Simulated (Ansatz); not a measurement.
## LaScBr6: complex band structure

Wanted: the relaxed cell of LaScBr6, its band edges and its decay constants. It is built by putting Sc for part of the La in the LaBr3 structure of space group P6_3/m, with the volume rescaled by atomic radii. The parent structure comes from the Materials Project.

Calculated with Ansatz 0.2.0; PBEsol DFT, plane waves, PAW files, in the first sound run; inputs show where later runs differ.

The structure was built from a prototype and need not be the compound's stable phase.

## 1. The starting structure

It takes space group P-6 (No. 174, hexagonal). Conventional cell: a = 7.874 Å, b = 7.874 Å, c = 4.409 Å, α = 90.00°, β = 90.00°, γ = 120.00°. Nearest to La lie 9 Br at 3.04 to 3.12 Å. Nearest to Sc lie 9 Br at 3.04 to 3.12 Å. Nearest to Br lie 2 Sc at 3.04 Å and 1 La at 3.12 Å. Nearest to Br lie 2 La at 3.04 Å and 1 Sc at 3.12 Å. It derives from LaBr3. Sc for part of the La in the LaBr3 structure of space group P6_3/m. Farther neighbours and most contacts between anions are not listed.

## 2. Relaxing the new crystal

The substituted atoms don't fit the parent's cell, so cell and atoms relax together. A small smearing keeps the run stable in case the gap closes on the way.

Input file input.yaml:

```yaml
crystal:
  lattice:
    - [7.8736878165, 0.0, 0.0]
    - [-3.9368439083, 6.8188136706, 0.0]
    - [0.0, 0.0, 4.4093943897]
  atoms:
    - { symbol: La, position: [0.6666666667, 0.3333333333, 0.75] }
    - { symbol: Sc, position: [0.3333333333, 0.6666666667, 0.25] }
    - { symbol: Br, position: [0.61344323, 0.70019478, 0.75] }
    - { symbol: Br, position: [0.91324845, 0.61344323, 0.25] }
    - { symbol: Br, position: [0.38655677, 0.29980522, 0.25] }
    - { symbol: Br, position: [0.08675155, 0.38655677, 0.75] }
    - { symbol: Br, position: [0.29980522, 0.91324845, 0.75] }
    - { symbol: Br, position: [0.70019478, 0.08675155, 0.25] }
kpoints:
  mp_grid: { grid: [4, 4, 6] }
scf:
  occupations: { method: gaussian, width: 0.03 }
hamiltonian:
  xc: pbesol
output:
  forces: true
  stress: true
relax:
  f_tol: 0.02
  max_steps: 60
  cell: {}
```

Launch:

```sh
> ansatz run input.yaml --threads 2 --pin off --max-ram 4096MiB --backend cpu --events-out ev --progress --plain --runs-dir out
```

Numbers of over 12 decimals in the logs are rounded to 6 here.

Output:

```text
Engine: ansatz 0.2.0, aarch64-unknown-linux-gnu
Pseudopotentials: kind: paw
Pseudopotential: La, paw, valence charge 11, recommended cutoff 420 eV (normal), La.paw.azcp
Pseudopotential: Sc, paw, valence charge 11, recommended cutoff 420 eV (normal), Sc.paw.azcp
Pseudopotential: Br, paw, valence charge 7, recommended cutoff 420 eV (normal), Br.paw.azcp
Functional definition: PBEsol
  exchange = pbesol_x
  correlation = pbesol_c
Crystal: 8 atoms, lattice volume = 236.737 Å³
Basis set: ecut = 420 eV, 4629 PW (Γ), exchange–correlation on 108×108×60 points (8 copies of the dense FFT grid, shifted against one another)
Bands: 40, of which v1, the nominal top of the filled ones, is band 32 counted from 1 (31 counted from 0)
Symmetry: 6 space group operations
Space group: P-6 (ITA 174), of the structure as read, at distance tolerance 6.2e-5 Å
k-points: 16 of 96 (time reversal used)
Non-local potential: La, projectors of the file, l = 0: 3, l = 1: 2, l = 2: 2, l = 3: 3
Non-local potential: Sc, projectors of the file, l = 0: 3, l = 1: 2, l = 2: 3, l = 3: 1
Non-local potential: Br, projectors of the file, l = 0: 2, l = 1: 2, l = 2: 2
PAW form: soft (Blöchl's): semilocal exchange-correlation on the pseudo side does not see the compensation charge
PAW frozen core: La, regenerated for the run's functional, and the local potential with it (the file was generated under x = pbe(κ = 0.804, μ = 0.219515), c = pbe(β = 0.066725))
PAW frozen core: Sc, regenerated for the run's functional, and the local potential with it (the file was generated under x = pbe(κ = 0.804, μ = 0.219515), c = pbe(β = 0.066725))
PAW frozen core: Br, regenerated for the run's functional, and the local potential with it (the file was generated under x = pbe(κ = 0.804, μ = 0.219515), c = pbe(β = 0.066725))
PAW one-centre angular grid: La, 590 points (default); XC on 64 Gauss nodes
PAW one-centre angular grid: Sc, 590 points (default); XC on 64 Gauss nodes
PAW one-centre angular grid: Br, 110 points (default); XC on 64 Gauss nodes
Initial density: superposition of atomic densities (neutral atoms: chi_scale 0, normalization atom), corrected by the library's trained network
Initial wavefunctions: pseudopotential atomic-orbital guess
Functional: x = pbesol(κ = 0.804, μ = 0.123457), c = pbesol(β = 0.046)
SCF iter   1: F=—  HF=-24705.127143 eV  |F-HF|=—  |Δ(HF+E_count)|=         —  Δρ=3.69e-3  dr2=5.41e-2  ethr=1.77e-3  ⟨swp⟩=6.1  Hψ=2658  notcnv=0
preconditioner: auto → Resta (q_TF=auto, 2.194 Å⁻¹)  ε∞=5.3  [insulator: Δε(μ)=2.036 eV  Ē_g=8.512 eV  σ=0.030 eV  W_gap=1.00  n_scr=44 (ndim 8)  ℏωp=17.7 eV  f_vac=0.068  D(μ)=0.00/eV (n_scr^D=0)  ε∞_Penn≈5.3]
SCF iter   2: F=—  HF=-24705.128966 eV  |F-HF|=—  |Δ(HF+E_count)|=   1.82e-3  Δρ=2.01e-3  dr2=8.49e-3  ethr=8.45e-5  ⟨swp⟩=2.8  Hψ=1117  notcnv=0  defer=48
SCF iter   3: F=—  HF=-24705.129979 eV  |F-HF|=—  |Δ(HF+E_count)|=   1.01e-3  Δρ=9.49e-4  dr2=2.77e-3  ethr=1.33e-5  ⟨swp⟩=2.0  Hψ=1184  notcnv=0  defer=48
SCF iter   4: F=—  HF=-24705.130534 eV  |F-HF|=—  |Δ(HF+E_count)|=   5.55e-4  Δρ=2.21e-4  dr2=8.74e-5  ethr=4.33e-6  ⟨swp⟩=2.9  Hψ=1107  notcnv=0  defer=48
SCF iter   5: F=—  HF=-24705.130744 eV  |F-HF|=—  |Δ(HF+E_count)|=   2.10e-4  Δρ=5.35e-5  dr2=8.17e-6  ethr=1.37e-7  ⟨swp⟩=2.1  Hψ=925  notcnv=0  defer=48
SCF iter   6: F=—  HF=-24705.130753 eV  |F-HF|=—  |Δ(HF+E_count)|=   9.19e-6  Δρ=1.34e-5  dr2=5.04e-7  ethr=1.28e-8  ⟨swp⟩=2.1  Hψ=923  notcnv=0  defer=48
SCF iter   7: F=-24705.130754 eV  HF=-24705.130754 eV  |F-HF|=1.42e-8  |Δ(HF+E_count)|=   6.94e-7  Δρ=2.95e-6  dr2=3.21e-8  ethr=1.56e-10  ⟨swp⟩=5.0  Hψ=2673  notcnv=0
SCF 1 converged in 7 iterations: F = -24705.130754 eV  dr2 = 3.21e-8
  greatest PAW one-centre occupation: 0.998 electrons in one spin orbital (limit 2), on the Sc atom at site 1 (counted from 0), in its partial waves of l = 0
relax step   1: F+E_penalty+E_count = -24705.13075358 eV  Δ(F+E_penalty+E_count) = +0.000e0 eV  max|allowed force component| = 8.118e-1 eV/Å  Δτ_max = 0.0000 Å  P = -2.959 GPa  Ω = 236.737 Å³  (7 SCF iters, dr2 threshold 1.00e-7 eV, accepted)
Crystal: 8 atoms, lattice volume = 218.946 Å³
Basis set: ecut = 420 eV, 4233 PW (Γ), exchange–correlation on 108×108×60 points (8 copies of the dense FFT grid, shifted against one another)
Initial density: handed on by an earlier stage of this run
Initial wavefunctions: those handed on with the density
iter 1 solved again at ethr=8.25e-4 eV; its pass at ethr=3.10e-3 eV (dr2=5.28e-1 eV) is discarded
SCF iter   1: F=—  HF=-24705.615114 eV  |F-HF|=—  |Δ(HF+E_count)|=         —  Δρ=9.71e-3  dr2=5.32e-1  ethr=8.25e-4  ⟨swp⟩=1.4  Hψ=4236  notcnv=0
preconditioner: auto → Resta (q_TF=auto, 2.223 Å⁻¹)  ε∞=5.4  [insulator: Δε(μ)=2.086 eV  Ē_g=8.830 eV  σ=0.030 eV  W_gap=1.00  n_scr=44 (ndim 8)  ℏωp=18.4 eV  f_vac=0.062  D(μ)=0.00/eV (n_scr^D=0)  ε∞_Penn≈5.4]
SCF iter   2: F=—  HF=-24705.524237 eV  |F-HF|=—  |Δ(HF+E_count)|=   9.09e-2  Δρ=4.22e-3  dr2=5.23e-2  ethr=8.25e-4  ⟨swp⟩=3.6  Hψ=1552  notcnv=0  defer=22
SCF iter   3: F=—  HF=-24705.514447 eV  |F-HF|=—  |Δ(HF+E_count)|=   9.79e-3  Δρ=1.95e-3  dr2=1.29e-2  ethr=8.17e-5  ⟨swp⟩=4.8  Hψ=1331  notcnv=0  defer=39
SCF iter   4: F=—  HF=-24705.511986 eV  |F-HF|=—  |Δ(HF+E_count)|=   2.46e-3  Δρ=6.63e-4  dr2=2.59e-3  ethr=2.02e-5  ⟨swp⟩=4.0  Hψ=1257  notcnv=0  defer=45
SCF iter   5: F=—  HF=-24705.511620 eV  |F-HF|=—  |Δ(HF+E_count)|=   3.67e-4  Δρ=1.66e-4  dr2=1.92e-4  ethr=4.05e-6  ⟨swp⟩=2.3  Hψ=921  notcnv=0  defer=45
SCF iter   6: F=—  HF=-24705.511827 eV  |F-HF|=—  |Δ(HF+E_count)|=   2.08e-4  Δρ=4.97e-5  dr2=1.37e-5  ethr=3.00e-7  ⟨swp⟩=2.0  Hψ=922  notcnv=0  defer=45
SCF iter   7: F=—  HF=-24705.511846 eV  |F-HF|=—  |Δ(HF+E_count)|=   1.89e-5  Δρ=1.19e-5  dr2=1.16e-6  ethr=2.15e-8  ⟨swp⟩=2.0  Hψ=883  notcnv=0  defer=45
SCF iter   8: F=-24705.511849 eV  HF=-24705.511849 eV  |F-HF|=8.70e-8  |Δ(HF+E_count)|=   2.40e-6  Δρ=5.45e-6  dr2=1.36e-7  ethr=1.25e-9  ⟨swp⟩=5.1  Hψ=2500  notcnv=0
SCF 2 converged in 8 iterations: F = -24705.511849 eV  dr2 = 1.36e-7
relax step   2: F+E_penalty+E_count = -24705.51184875 eV  Δ(F+E_penalty+E_count) = -3.811e-1 eV  max|allowed force component| = 3.918e-1 eV/Å  Δτ_max = 0.1708 Å  P = +0.682 GPa  Ω = 218.946 Å³  energy of the carried Pulay correction = +1.727e-3 eV  (8 SCF iters, dr2 threshold 8.00e-7 eV, accepted)
Crystal: 8 atoms, lattice volume = 220.502 Å³
Basis set: ecut = 420 eV, 4279 PW (Γ), exchange–correlation on 108×108×60 points (8 copies of the dense FFT grid, shifted against one another)
iter 1 solved again at ethr=2.40e-5 eV; its pass at ethr=3.10e-3 eV (dr2=1.54e-2 eV) is discarded
[...]
SCF iter   6: F=-24705.562068 eV  HF=-24705.562068 eV  |F-HF|=2.90e-7  |Δ(HF+E_count)|=   1.08e-6  Δρ=7.37e-6  dr2=2.86e-7  ethr=1.25e-9  ⟨swp⟩=5.0  Hψ=2526  notcnv=0
SCF 3 converged in 6 iterations: F = -24705.562068 eV  dr2 = 2.86e-7
relax step   3: F+E_penalty+E_count = -24705.56206801 eV  Δ(F+E_penalty+E_count) = -5.022e-2 eV  max|allowed force component| = 1.283e-1 eV/Å  Δτ_max = 0.0572 Å  P = -0.035 GPa  Ω = 220.502 Å³  energy of the carried Pulay correction = +1.571e-3 eV  (6 SCF iters, dr2 threshold 8.00e-7 eV, accepted)
[... from here on, the SCF cycles and remarks between the steps are left out ...]
relax step   4: F+E_penalty+E_count = -24705.58240350 eV  Δ(F+E_penalty+E_count) = -2.034e-2 eV  max|allowed force component| = 1.056e-1 eV/Å  Δτ_max = 0.0223 Å  P = +0.077 GPa  Ω = 220.518 Å³  energy of the carried Pulay correction = +1.569e-3 eV  (5 SCF iters, dr2 threshold 8.00e-7 eV, accepted)
relax step   5: F+E_penalty+E_count = -24705.64902493 eV  Δ(F+E_penalty+E_count) = -6.662e-2 eV  max|allowed force component| = 1.132e-1 eV/Å  Δτ_max = 0.1207 Å  P = +0.584 GPa  Ω = 223.217 Å³  energy of the carried Pulay correction = +1.300e-3 eV  (7 SCF iters, dr2 threshold 6.96e-7 eV, accepted)
relax step   6: F+E_penalty+E_count = -24705.58839043 eV  Δ(F+E_penalty+E_count) = +6.063e-2 eV  max|allowed force component| = 5.692e-1 eV/Å  Δτ_max = 0.1360 Å  P = +2.475 GPa  Ω = 227.180 Å³  energy of the carried Pulay correction = +9.112e-4 eV  (7 SCF iters, dr2 threshold 8.00e-7 eV, rejected (line search))
relax step   7: F+E_penalty+E_count = -24705.67371103 eV  Δ(F+E_penalty+E_count) = -2.469e-2 eV  max|allowed force component| = 2.187e-2 eV/Å  Δτ_max = 0.0569 Å  P = +0.313 GPa  Ω = 228.899 Å³  energy of the carried Pulay correction = +7.445e-4 eV  (10 SCF iters, accepted)
relax step   8: F+E_penalty+E_count = -24705.68443450 eV  Δ(F+E_penalty+E_count) = -1.072e-2 eV  max|allowed force component| = 2.176e-2 eV/Å  Δτ_max = 0.0296 Å  P = +0.092 GPa  Ω = 234.525 Å³  energy of the carried Pulay correction = +2.076e-4 eV  (7 SCF iters, dr2 threshold 3.84e-7 eV, accepted)
relax step   9: F+E_penalty+E_count = -24705.68613615 eV  Δ(F+E_penalty+E_count) = -1.702e-3 eV  max|allowed force component| = 2.902e-2 eV/Å  Δτ_max = 0.0396 Å  P = +0.043 GPa  Ω = 238.966 Å³  energy of the carried Pulay correction = -2.073e-4 eV  (8 SCF iters, dr2 threshold 2.96e-8 eV, accepted)
relax step  10: F+E_penalty+E_count = -24705.68681456 eV  Δ(F+E_penalty+E_count) = -6.784e-4 eV  max|allowed force component| = 1.199e-2 eV/Å  Δτ_max = 0.0155 Å  P = -0.010 GPa  Ω = 239.895 Å³  energy of the carried Pulay correction = -2.931e-4 eV  (7 SCF iters, dr2 threshold 6.56e-8 eV, accepted)
Basis set: ecut = 420 eV, 4711 PW (Γ), exchange–correlation on 120×120×54 points (8 copies of the dense FFT grid, shifted against one another)
Initial wavefunctions: pseudopotential atomic-orbital guess (no wavefunctions were taken with the density)
iter 1 solved again at ethr=7.72e-7 eV; its pass at ethr=3.10e-3 eV (dr2=4.94e-4 eV) is discarded
SCF iter   1: F=—  HF=-24705.688345 eV  |F-HF|=—  |Δ(HF+E_count)|=         —  Δρ=1.20e-4  dr2=3.98e-6  ethr=7.72e-7  ⟨swp⟩=3.2  Hψ=4608  notcnv=0
preconditioner: auto → Resta (q_TF=auto, 2.189 Å⁻¹)  ε∞=4.8  [insulator: Δε(μ)=2.171 eV  Ē_g=9.040 eV  σ=0.030 eV  W_gap=1.00  n_scr=32 (ndim 8)  ℏωp=17.6 eV  f_vac=0.092  D(μ)=0.00/eV (n_scr^D=0)  ε∞_Penn≈4.8]
SCF iter   2: F=—  HF=-24705.688246 eV  |F-HF|=—  |Δ(HF+E_count)|=   9.92e-5  Δρ=6.28e-5  dr2=1.12e-6  ethr=6.23e-9  ⟨swp⟩=3.6  Hψ=1333  notcnv=0
SCF iter   3: F=—  HF=-24705.688251 eV  |F-HF|=—  |Δ(HF+E_count)|=   5.91e-6  Δρ=1.11e-5  dr2=4.38e-7  ethr=1.76e-9  ⟨swp⟩=2.0  Hψ=1064  notcnv=0
SCF iter   4: F=—  HF=-24705.688251 eV  |F-HF|=—  |Δ(HF+E_count)|=   1.17e-8  Δρ=1.75e-6  dr2=6.40e-9  ethr=6.84e-10  ⟨swp⟩=2.3  Hψ=967  notcnv=0
SCF iter   5: F=—  HF=-24705.688251 eV  |F-HF|=—  |Δ(HF+E_count)|=   2.86e-9  Δρ=7.26e-7  dr2=1.18e-9  ethr=1.00e-11  ⟨swp⟩=2.1  Hψ=1124  notcnv=0
SCF iter   6: F=—  HF=-24705.688251 eV  |F-HF|=—  |Δ(HF+E_count)|=   1.19e-9  Δρ=1.56e-7  dr2=1.49e-10  ethr=1.84e-12  ⟨swp⟩=2.0  Hψ=928  notcnv=0
SCF iter   7: F=-24705.688251 eV  HF=-24705.688251 eV  |F-HF|=6.55e-11  |Δ(HF+E_count)|=  1.16e-10  Δρ=6.16e-8  dr2=3.01e-11  ethr=1.00e-12  ⟨swp⟩=5.0  Hψ=2330  notcnv=0
SCF 11 converged in 7 iterations: F = -24705.688251 eV  dr2 = 3.01e-11
relax step  11: F+E_penalty+E_count = -24705.68825144 eV  Δ(F+E_penalty+E_count) = -1.437e-3 eV  max|allowed force component| = 1.212e-2 eV/Å  Δτ_max = 0.0000 Å  P = +0.001 GPa  Ω = 239.895 Å³  stress off target by 4.07e-2 GPa  SCF on the basis re-selected at this cell (its energy is not comparable with the rows above)  (7 SCF iters)
basis re-selected at this cell: Δ(F+E_penalty+E_count) = -1.437e-3 eV, ΔP = +0.012 GPa vs the last step (what re-selecting the basis moved, of the pressure what is left beyond the Pulay correction that the steps carried, after the strain that the cell walked since its last selection, with what the two solves' SCF thresholds leave and, on support functions, any second-order correction that the steps lacked; it is no measure of the basis error at this ecutwfc). The dense FFT grid was sized anew with the basis: this SCF ran on 60×60×27 points, the steps before it on 54×54×30, so part of this shift can come from that change (see relax.cell in the input reference). [rest of the remark cut]
SCF converged after 7 iterations
Free energy (F): -24705.688251 eV
Harris-Foulkes:  -24705.688251 eV  (|F-HF|=6.55e-11)
Internal energy: -24705.688251 eV  (E = F + TS)
E sigma→0 (E₀):  -24705.688251 eV
Fermi energy:    5.033467 eV
--- Per-component energies (eV) ---
  E_band       = -390.702347
  E_kinetic    = 1253.573186
  E_local      = -3388.621680  (includes V_loc(G=0)·N_el)
  E_nonlocal   = 603.191611
  E_hartree    = 1146.433801
  E_xc         = -1812.693411
  E_vxc        = -901.217556  (∫ρ·V_xc dr)
  E_paw        = -19477.771318  (= ΣΔE_a)
  E_vpaw       = -250.495695  (= ΣTr[D̂ρ^β])
  E_aug_tail   = 0.000007  (compensation charges beyond the density's cutoff)
  E_ewald      = -3030.652604
  E_core_change = 0.852156  (= ΣΔE_core)
  E_smearing   = -0.000000  (= −TS)
  E_closure    = -0.000000  (closes the sum)
  Σ components = -24705.688251   (vs F -24705.688251, Δ=0.00e0)
--- Forces (eV/Å), atoms counted from 1 ---
  atom   1  La    -0.00000000    -0.00000000     0.00000000
  atom   2  Sc    -0.00000000    -0.00000000     0.00000000
  atom   3  Br     0.00396780     0.01169940     0.00000000
  atom   4  Br     0.00797086     0.00434746     0.00000000
  atom   5  Br    -0.00775044     0.00472924     0.00000000
  atom   6  Br     0.00814807    -0.00928592     0.00000000
  atom   7  Br    -0.01211588    -0.00241348     0.00000000
  atom   8  Br    -0.00022042    -0.00907670     0.00000000
  max |Σ_I F_I| component: 3.73e-17 eV/Å
--- Stress (GPa, compression-positive) ---
        0.022493      -0.000000       0.000000
        0.000000       0.022493       0.000000
        0.000000       0.000000      -0.040685
  P = ⅓ Tr σ = 0.0014 GPa (0.014 kbar)
--- Relaxed structure (10 steps of the walk, 9 accepted, 1 SCFs on fresh bases) ---
  F+E_penalty+E_count = -24705.68825144 eV   max|allowed force component| = 1.212e-2 eV/Å   (the final SCF, on the basis selected at the relaxed cell)
  cell:  # Å, volume = 239.8951 Å³
    - [8.503494, 3.117678781863886e-11, 0.0]
    - [-4.251747, 7.364242, 0.0]
    - [0.0, 0.0, 3.830857]
  atoms:
    - { symbol: La, position: [0.666667, 0.333333, 0.750000] }
    - { symbol: Sc, position: [0.333333, 0.666667, 0.25] }
    - { symbol: Br, position: [0.573887, 0.690341, 0.750000] }
    - { symbol: Br, position: [0.892287, 0.620475, 0.25] }
    - { symbol: Br, position: [0.379525, 0.271812, 0.25] }
    - { symbol: Br, position: [0.116455, 0.426113, 0.750000] }
    - { symbol: Br, position: [0.309659, 0.883545, 0.750000] }
    - { symbol: Br, position: [0.728188, 0.107713, 0.25] }
```

The job ended after 78 s (2 threads of Arm Neoverse V1, shared host; peak memory 0.53 GiB).

Relaxation path:

| step | energy less that of the first step (eV) | largest force component (eV/Å) | pressure (GPa) | volume (Å³) |
| --- | --- | --- | --- | --- |
| 1 | 0.0000 | 0.8118 | -2.96 | 236.74 |
| 2 | -0.3811 | 0.3918 | 0.68 | 218.95 |
| 3 | -0.4313 | 0.1283 | -0.04 | 220.50 |
| 4 | -0.4516 | 0.1056 | 0.08 | 220.52 |
| 5 | -0.5183 | 0.1132 | 0.58 | 223.22 |
| 6 | -0.4576 | 0.5692 | 2.47 | 227.18 |
| 7 | -0.5430 | 0.0219 | 0.31 | 228.90 |
| 8 | -0.5537 | 0.0218 | 0.09 | 234.52 |
| 9 | -0.5554 | 0.0290 | 0.04 | 238.97 |
| 10 | -0.5561 | 0.0120 | -0.01 | 239.90 |
| 11* | -0.5575 | 0.0121 | 0.00 | 239.90 |

Relaxation steps marked * repeat the geometry before them on a plane-wave basis chosen anew for their cell, so energy and pressure can jump there. Relaxation step 6 was tried and not accepted.

The run keeps the 6 symmetry operations that it works with, so distortions that break them were not tested.

| cell as run | before | after | change |
| --- | --- | --- | --- |
| a (Å) | 7.874 | 8.503 | +8.0 % |
| b (Å) | 7.874 | 8.503 | +8.0 % |
| c (Å) | 4.409 | 3.831 | -13.1 % |
| volume (Å³/atom) | 29.59 | 29.99 | +1.3 % |

The atoms that moved most (Å, as changes of fractional coordinates times the final cell):

| atom | dx | dy | dz | length |
| --- | --- | --- | --- | --- |
| Br3 | -0.294 | -0.073 | 0.000 | 0.303 |
| Br6 | 0.084 | 0.291 | 0.000 | 0.303 |
| Br7 | 0.210 | -0.219 | 0.000 | 0.303 |
| Br5 | 0.059 | -0.206 | 0.000 | 0.214 |
| Br4 | -0.208 | 0.052 | 0.000 | 0.214 |
| Br8 | 0.149 | 0.154 | 0.000 | 0.214 |

This step gave:

- free energy: -24705.6883 eV
- Fermi energy: 5.033 eV
- pressure: 0.001434 GPa

The largest force component on a free atom ends at 0.012 eV/Å.

(Part 1 of 2 ends here.)

[Logs are printed without paths, hosts, clocks, repeated set-up lines and the standing remarks that a program may print on its own settings, such as how far it seeks lower states.]

[Hosts, paths, dates, database ids (printed as entryN), source tags and the programs' standing remarks are cut or masked in the printed files.]
